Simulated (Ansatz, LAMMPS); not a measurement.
# Electronic structure of glassy 63SiO2-14B2O3-11Na2O-11CaO (mol %) (111 atoms), part 2 of 2

Aim: energy, forces, charges and density of states of glassy 63SiO2-14B2O3-11Na2O-11CaO (mol %) (111 atoms) at a fixed geometry.

Ansatz 0.2.0; Kohn-Sham DFT, PBEsol, PAW (set soft_2), plane waves.

The cell: 22 Si, 10 B, 8 Na, 4 Ca and 67 O. The quench rate of 1000 K/ps is many orders above laboratory rates. The network of bonds at the start is that of the classical potential that made the cell. Only the Γ point is sampled, in a cell whose shortest periodic width is 11 Å.

So far. Step 3 (Plane-wave single point): Between -26 and -18 eV lie 176 more states.

## 3. Plane-wave single point (continued)

Valence density in the ac plane at fractional y = 0.404, with atoms of Si and B and Na and Ca and O within 0.2 Å of it. It is the smooth field of the valence electrons, not physical close to the nuclei.

Ten steps, logarithmic in the rise over the least value, from '0' (0 e/Å³) to '9' (15 e/Å³), each cell a mean:
```
2566521111000000002578742111111
4688631110000000001356532111111
3677520000000000000122211211000
1233210000000000000000013443100
0012332100000000000000024554200
0024664210000000000000013553100
0125675310000000000000123332100
0013453210000000000001233333210
0011221111000000000001233334321
1001111000000000000000111234432
0113442100000000232100000123321
0135775210000002688400000011110
0136775321110002799511111000000
0024555333321001465212333211100
0001233234332111111013454321111
1101234433221123321012344312232
2111345431111356642101122212333
2222345421001367763100012222233
2322222210001245542000011332212
2332211000000112210000001232111
2232100000000000000000001111101
1111000000000000000011000000000
0010000000000000001234310000000
1232100110000000002467631001111
```
Columns run along a (11.2 Å), rows up along c (11.2 Å). Atoms in or near the plane, at fractional coordinates: Si at (0.85, 0.32), B at (0.82, 0.69), B at (0.23, 0.39), Na at (0.56, 0.48), Ca at (0.08, 0.93), O at (0.68, 0.98), O at (0.15, 0.48), O at (0.51, 0.27).

Electrostatic potential energy in the ac plane at fractional y = 0.404, with atoms of Si and B and Na and Ca and O within 0.2 Å of it. With pseudopotentials it is smooth inside the atoms' cores, unlike the true potential.

Values in eV, 13 rows by 16 columns, each cell a mean:
```
-18 -39 -17   6   9   8   7   9   9   8 -19 -23   2   6   9   7
-12 -29 -10   7   9   8   8   8   9   9   9   7   4   4   8   6
  6   4  -1   6   8   7   5   5   7   8   9   8   3 -14   5   8
  8   3 -27  -6   6   6   4   4   6   8   8   7 -11 -28  -1   7
  6   7   5   5   7   8   7   6   6   7   8   6 -10 -25  -5   5
  5   7   5   9  10   9   9   7   2   0   6   8   7   5  -2   4
  8  -2 -36  -8   7   9   9   5 -24 -35   2   9  10   9   8   8
 10   9  -8 -32 -20   5   9   8  -2  -6   7   5   1  -3   1   8
  8   7   3 -19  -8   6   7   4   0  10  11   6 -12 -40 -25   4
 -5 -16  -3  -4   9   9   7 -14 -31   6  11   9   0 -19  -7   5
 -8 -22  -1   9  11  10  10   9   7  11  10  10  10   9   9   7
  7   5   7   9   9   9   9  10  10  10   9  10  11  11  11   9
  5   0   4   9   9   6   6   9   9   8  -9 -10   9  10  11  10
```
Columns run along a (11.2 Å; values clipped at the 3rd and 97th percentile), rows up along c (11.2 Å). Atoms in or near the plane, at fractional coordinates: Si at (0.85, 0.32), B at (0.82, 0.69), B at (0.23, 0.39), Na at (0.56, 0.48), Ca at (0.08, 0.93), O at (0.68, 0.98), O at (0.15, 0.48), O at (0.51, 0.27).

Mean Löwdin charges: B +0.55, Ca +1.77, Na +0.80, O -0.73, Si +1.70 e (they miss 1.2 % of the electrons, so they add up to more than the cell's charge).

## 4. Distances and neighbours

Bonds and neighbours are counted at the geometry of the runs.

Density 2.53 g/cm³, 12.65 Å³ an atom.

Pair distribution functions g(r), in bins of 0.2 Å:

| r (Å) | total | O-O | O-Si | O-B | O-Na | O-Ca | Si-Si |
| --- | --- | --- | --- | --- | --- | --- | --- |
| 1.30 | 0.43 | 0.00 | 0.00 | 3.97 | 0.00 | 0.00 | 0.00 |
| 1.50 | 1.54 | 0.00 | 1.83 | 10.17 | 0.00 | 0.00 | 0.00 |
| 1.70 | 2.54 | 0.00 | 10.61 | 0.00 | 0.00 | 0.00 | 0.00 |
| 1.90 | 0.00 | 0.00 | 0.00 | 0.00 | 0.00 | 0.00 | 0.00 |
| 2.10 | 0.00 | 0.00 | 0.00 | 0.00 | 0.00 | 0.00 | 0.00 |
| 2.30 | 0.58 | 0.68 | 0.00 | 0.00 | 1.35 | 4.65 | 0.00 |
| 2.50 | 1.46 | 2.96 | 0.00 | 0.42 | 1.99 | 2.70 | 0.00 |
| 2.70 | 1.35 | 2.74 | 0.20 | 0.11 | 1.88 | 0.57 | 0.00 |
| 2.90 | 1.13 | 1.31 | 0.41 | 0.10 | 1.39 | 0.50 | 2.99 |
| 3.10 | 0.92 | 0.82 | 0.87 | 0.78 | 0.32 | 0.88 | 2.84 |
| 3.30 | 0.80 | 0.61 | 0.87 | 1.22 | 0.68 | 0.40 | 1.09 |
| 3.50 | 0.91 | 0.67 | 1.17 | 1.50 | 0.61 | 0.53 | 0.00 |
| 3.70 | 1.17 | 0.66 | 1.69 | 2.13 | 0.69 | 0.61 | 0.68 |
| 3.90 | 1.16 | 0.74 | 1.65 | 1.44 | 0.90 | 0.82 | 0.90 |
| 4.10 | 0.93 | 0.54 | 1.35 | 1.34 | 0.93 | 1.23 | 0.97 |
| 4.30 | 1.01 | 0.85 | 1.18 | 0.95 | 1.19 | 1.80 | 1.14 |
| 4.50 | 1.02 | 1.21 | 0.81 | 0.54 | 1.38 | 1.45 | 0.91 |
| 4.70 | 1.06 | 1.50 | 0.65 | 0.64 | 1.09 | 1.50 | 1.15 |
| 4.90 | 1.03 | 1.37 | 0.66 | 0.77 | 1.08 | 1.39 | 0.86 |
| 5.10 | 1.03 | 1.23 | 0.80 | 0.83 | 1.13 | 0.88 | 1.23 |
| 5.30 | 0.97 | 1.05 | 0.84 | 1.10 | 1.00 | 0.74 | 0.99 |
| 5.50 | 0.87 | 0.77 | 0.93 | 0.94 | 0.90 | 0.82 | 0.92 |

Bonds by pair of elements; cutoffs follow the first minimum of g(r), held within bounds set by covalent radii, and pairs that aren't listed don't count as bonded:

| pair A-B | cutoff (Å) | bonds | mean length (Å) | spread (Å) | shortest (Å) | B about A | A about B |
| --- | --- | --- | --- | --- | --- | --- | --- |
| O-Si | 2.12 | 88 | 1.64 | 0.038 | 1.56 | 1.31 | 4 |
| O-B | 1.83 | 35 | 1.44 | 0.05 | 1.37 | 0.522 | 3.5 |
| O-Na | 3.08 | 44 | 2.64 | 0.207 | 2.20 | 0.657 | 5.5 |
| O-Ca | 2.83 | 22 | 2.42 | 0.133 | 2.22 | 0.328 | 5.5 |

How many atoms have how many bonded neighbours:

| element | mean | 2 | 3 | 4 | 5 | 6 | 7 | 8 |
| --- | --- | --- | --- | --- | --- | --- | --- | --- |
| B | 3.5 | 0 | 5 | 5 | 0 | 0 | 0 | 0 |
| Ca | 5.5 | 0 | 0 | 1 | 0 | 3 | 0 | 0 |
| Na | 5.5 | 1 | 0 | 1 | 2 | 1 | 2 | 1 |
| O | 2.82 | 27 | 25 | 15 | 0 | 0 | 0 | 0 |
| Si | 4 | 0 | 0 | 22 | 0 | 0 | 0 | 0 |

Bond angles, per cent of each kind in bins of 5°:

| angle (°) | O-Si-O | O-Na-O | O-Ca-O | O-B-O | Na-O-Si |
| --- | --- | --- | --- | --- | --- |
| 45–50 | 0.0 | 0.9 | 0.0 | 0.0 | 0.0 |
| 50–55 | 0.0 | 8.9 | 3.9 | 0.0 | 0.0 |
| 55–60 | 0.0 | 3.6 | 0.0 | 0.0 | 0.0 |
| 60–65 | 0.0 | 7.1 | 3.9 | 0.0 | 0.0 |
| 65–70 | 0.0 | 0.9 | 3.9 | 0.0 | 0.0 |
| 70–75 | 0.0 | 3.6 | 2.0 | 0.0 | 2.5 |
| 75–80 | 0.0 | 5.4 | 3.9 | 0.0 | 2.5 |
| 80–85 | 0.0 | 8.0 | 7.8 | 0.0 | 5.0 |
| 85–90 | 0.0 | 4.5 | 7.8 | 0.0 | 7.5 |
| 90–95 | 0.0 | 6.2 | 5.9 | 0.0 | 7.5 |
| 95–100 | 7.6 | 3.6 | 9.8 | 0.0 | 5.0 |
| 100–105 | 22.0 | 5.4 | 7.8 | 6.7 | 2.5 |
| 105–110 | 25.8 | 4.5 | 11.8 | 28.9 | 15.0 |
| 110–115 | 23.5 | 4.5 | 2.0 | 35.6 | 12.5 |
| 115–120 | 11.4 | 5.4 | 9.8 | 11.1 | 7.5 |
| 120–125 | 9.1 | 2.7 | 3.9 | 15.6 | 2.5 |
| 125–130 | 0.0 | 1.8 | 0.0 | 2.2 | 7.5 |
| 130–135 | 0.0 | 4.5 | 0.0 | 0.0 | 12.5 |
| 135–140 | 0.8 | 2.7 | 2.0 | 0.0 | 0.0 |
| 140–145 | 0.0 | 4.5 | 0.0 | 0.0 | 2.5 |
| 145–150 | 0.0 | 7.1 | 2.0 | 0.0 | 0.0 |
| 150–155 | 0.0 | 1.8 | 3.9 | 0.0 | 5.0 |
| 155–160 | 0.0 | 0.9 | 3.9 | 0.0 | 0.0 |
| 160–165 | 0.0 | 0.9 | 2.0 | 0.0 | 0.0 |
| 165–170 | 0.0 | 0.0 | 2.0 | 0.0 | 2.5 |
| 170–175 | 0.0 | 0.0 | 0.0 | 0.0 | 0.0 |
| 175–180 | 0.0 | 0.9 | 0.0 | 0.0 | 0.0 |

Bond angles (no mean is given where the spread exceeds 20°):

| angle | count | mean (°) | spread (°) |
| --- | --- | --- | --- |
| O-Si-O | 132 | 109 | 7.3 |
| O-Na-O | 112 | - | - |
| O-Ca-O | 51 | - | - |
| O-B-O | 45 | 113 | 5.9 |
| Na-O-Si | 40 | - | - |

Oxygen atoms by the number of network formers (Si, P, Ge, B, Al, As, Ga) bound to them:

| network formers bound to O | O atoms | per cent |
| --- | --- | --- |
| 0 | 0 | 0 |
| 1 | 13 | 19.4 |
| 2 | 52 | 77.6 |
| 3 | 2 | 3 |

Network units: each former by its oxygen neighbours and how many of them bridge to another former:

| former | O neighbours | bridging O | atoms |
| --- | --- | --- | --- |
| Si | 4 | 2 | 1 |
| Si | 4 | 3 | 7 |
| Si | 4 | 4 | 14 |
| B | 3 | 2 | 2 |
| B | 3 | 3 | 3 |
| B | 4 | 3 | 2 |
| B | 4 | 4 | 3 |

Bond length by coordination (bonds to H left out):

| element | coordination | atoms | mean bond length (Å) |
| --- | --- | --- | --- |
| B | 3 | 5 | 1.40 |
| B | 4 | 5 | 1.47 |
| Ca | 4 | 1 | 2.40 |
| Ca | 6 | 3 | 2.42 |
| Na | 2 | 1 | 2.43 |
| Na | 4 | 1 | 2.66 |
| Na | 5 | 2 | 2.64 |
| Na | 6 | 1 | 2.65 |
| Na | 7 | 2 | 2.65 |
| Na | 8 | 1 | 2.66 |
| O | 2 | 27 | 1.60 |
| O | 3 | 25 | 1.96 |
| O | 4 | 15 | 2.18 |

Rings of the network by King's shortest-path rule, up to 12 atoms, one path for each pair of neighbours; H, halogens, alkali and alkaline-earth atoms are left out, and the last column divides by all other atoms, bonded or not:

| ring size (atoms) | rings | per network atom |
| --- | --- | --- |
| 6 | 1 | 0.01 |
| 8 | 9 | 0.091 |
| 10 | 6 | 0.061 |
| 12 | 8 | 0.081 |

First main peaks of g(r), for some of the pairs, lie near 2.6 Å (O-O), 1.6 Å (O-Si), 1.4 Å (O-B), 2.6 Å (O-Na) and 2.4 Å (O-Ca). By these cutoffs 50 % of B atoms have 3 and as many 4, 75 % of Ca atoms have 6, 25 % of Na atoms have 5 and as many 7 and 40 % of O atoms have 2 bonded neighbours. The O-Si-O angle averages 109° with a spread of 7°. 78 % of the oxygens bridge two formers (Si and B) and 19 % are non-bridging; 3 % join three. The commonest Si unit has 4 oxygens, 4 of them shared with other formers (14 of 22 atoms). Rings of 8 atoms are the most common (38 % of those counted); sizes run from 6 to 12, where the search stops.

A closer look about O45, which has 4 bonded neighbours where the commonest count for O is 2: 10 atoms, nearest first, numbered in the order of the input, with positions taken from that point.

| atom | x | y | z | distance (Å) | bonds | Löwdin charge (e) | Fx | Fy | Fz (eV/Å) |
| --- | --- | --- | --- | --- | --- | --- | --- | --- | --- |
| O45 | 0.00 | 0.00 | 0.00 | 0.00 | 4 | -0.58 | 1.11 | 0.82 | -0.68 |
| B31 | 0.06 | 1.26 | 0.76 | 1.47 | 4 | 0.52 | -0.66 | -0.47 | 0.00 |
| B32 | -0.03 | -1.48 | -0.19 | 1.49 | 4 | 0.49 | 0.36 | -1.15 | 0.73 |
| Ca44 | -0.04 | 0.34 | -2.20 | 2.22 | 6 | 1.78 | -1.05 | -1.01 | -0.99 |
| O70 | -1.11 | 1.96 | 0.47 | 2.30 | 2 | -0.64 | -1.12 | 1.35 | -0.96 |
| O82 | 1.32 | -1.98 | 0.37 | 2.41 | 3 | -0.71 | 0.98 | -0.17 | -0.14 |
| O98 | -0.13 | -1.80 | -1.60 | 2.41 | 3 | -0.86 | 0.77 | 0.59 | 0.07 |
| O97 | -1.07 | -2.09 | 0.64 | 2.43 | 2 | -0.65 | -1.21 | -0.49 | 0.47 |
| O78 | 0.08 | 1.05 | 2.20 | 2.44 | 3 | -0.63 | 0.23 | -0.55 | 1.19 |
| O60 | 1.28 | 2.09 | 0.41 | 2.49 | 4 | -0.69 | -0.35 | -1.83 | 0.82 |

The column of bonds counts only the pairs O-Si within 2.12 Å, O-B within 1.83 Å, O-Na within 3.08 Å, O-Ca within 2.83 Å; other neighbours, such as metal atoms beside each other in a compound, aren't counted, and periodic images can show an atom twice.

## 5. Summary of results

```json
{"free energy per atom": "-647.4245 eV/atom", "pressure": "-2.136 GPa", "r.m.s. force component": "1.093 eV/Å", "gap (highest filled to lowest empty level)": "2.567 eV", "wall time of the 1 DFT run": "16 s"}
```

What this shows: The highest filled and lowest empty levels differ by 2.57 eV (at Γ alone); a semilocal functional tends to put such gaps too low. In a disordered cell it changes from sample to sample, and tail or defect levels can set it. Counting bonds as in the table, 50 % of B atoms have 3 and as many 4, 75 % of Ca atoms have 6, 25 % of Na atoms have 5 and as many 7 and 40 % of O atoms have 2 bonded neighbours. 78 % of the oxygens bridge two formers (Si and B) and 19 % are non-bridging; 3 % join three.

**Limits.** The force components of 1.1 eV/Å r.m.s. come partly from thermal motion and partly from the difference between the classical potential and DFT. The pressure of -2.1 GPa is that of one thermal frame, in which the classical model's bond lengths enter as well as the volume, without the kinetic term.

[Logs are printed without paths, hosts, clocks, repeated set-up lines and the standing remarks that a program may print on its own settings, such as how far it seeks lower states.]

[Hosts, paths, dates, database ids (printed as entryN), source tags and the programs' standing remarks are cut or masked in the printed files.]
